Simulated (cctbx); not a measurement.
**Y2AlSn2 across an absorption edge**

Space group Immm (no. 71), a = 4.3820 Å, b = 6.0470 Å, c = 9.2580 Å, α = 90.00°, β = 90.00°, γ = 90.00°.

| atom | mult. | x | y | z | Ueq (Å²) |
| --- | --- | --- | --- | --- | --- |
| Sn1 | 4 | 1/2 | 0.7102 | 0 | 0.0047 |
| Y1 | 4 | 0 | 1/2 | 0.2089 | 0.0068 |
| Al1 | 2 | 0 | 0 | 0 | 0.0077 |

The model was made for the exercise: a known structure type with other elements put in, its volume estimated, not relaxed; displacement parameters are assumed.

Calculated with cctbx: free-atom f′ and f″ from the Sasaki tables, no fine structure; amplitudes in electrons.

| E (eV) | F 0 1 1 | F 1 0 1 | F 1 1 2 | F 1 1 0 |
| --- | --- | --- | --- | --- |
| 16438 | 55.6 | 122.6 | 157.0 | 57.5 |
| 16788 | 54.8 | 123.3 | 154.2 | 54.4 |
| 16918 | 54.1 | 123.9 | 151.8 | 51.6 |
| 16978 | 53.4 | 124.6 | 149.5 | 49.0 |
| 17008 | 52.7 | 125.3 | 147.2 | 46.3 |
| 17023 | 52.0 | 125.9 | 144.9 | 43.7 |
| 17030 | 51.5 | 126.5 | 143.0 | 41.5 |
| 17034 | 50.9 | 127.1 | 141.0 | 39.2 |
| 17042 | 50.2 | 127.9 | 138.6 | 38.0 |
| 17046 | 51.3 | 126.8 | 142.3 | 42.1 |
| 17053 | 52.1 | 126.0 | 144.9 | 45.0 |
| 17068 | 52.8 | 125.2 | 147.6 | 47.9 |
| 17098 | 53.6 | 124.4 | 150.1 | 50.8 |
| 17188 | 54.6 | 123.4 | 153.5 | 54.5 |
| 17438 | 55.6 | 122.3 | 157.0 | 58.5 |

**Question.** Which edge is crossed, and why do the reflections move as they do?

The K edge of Y. The edge is at 17038 eV. f′ of Y falls from -4.4 e at 16918 eV to -7.6 e at 4 eV below it, and f″ steps from 0.53 to 3.75 e across it. Over that approach |F| changes by -6 % (0 1 1), +3 % (1 0 1), -7 % (1 1 2) and -24 % (1 1 0): a reflection falls where Y scatters in phase with the total and rises where it scatters against it; it hardly moves where the Y term is small or cancels by symmetry. Above the edge the larger f″ enters the imaginary part, where it can add to or cancel the other atoms' f″. The structure is centrosymmetric, so Friedel mates stay equal.
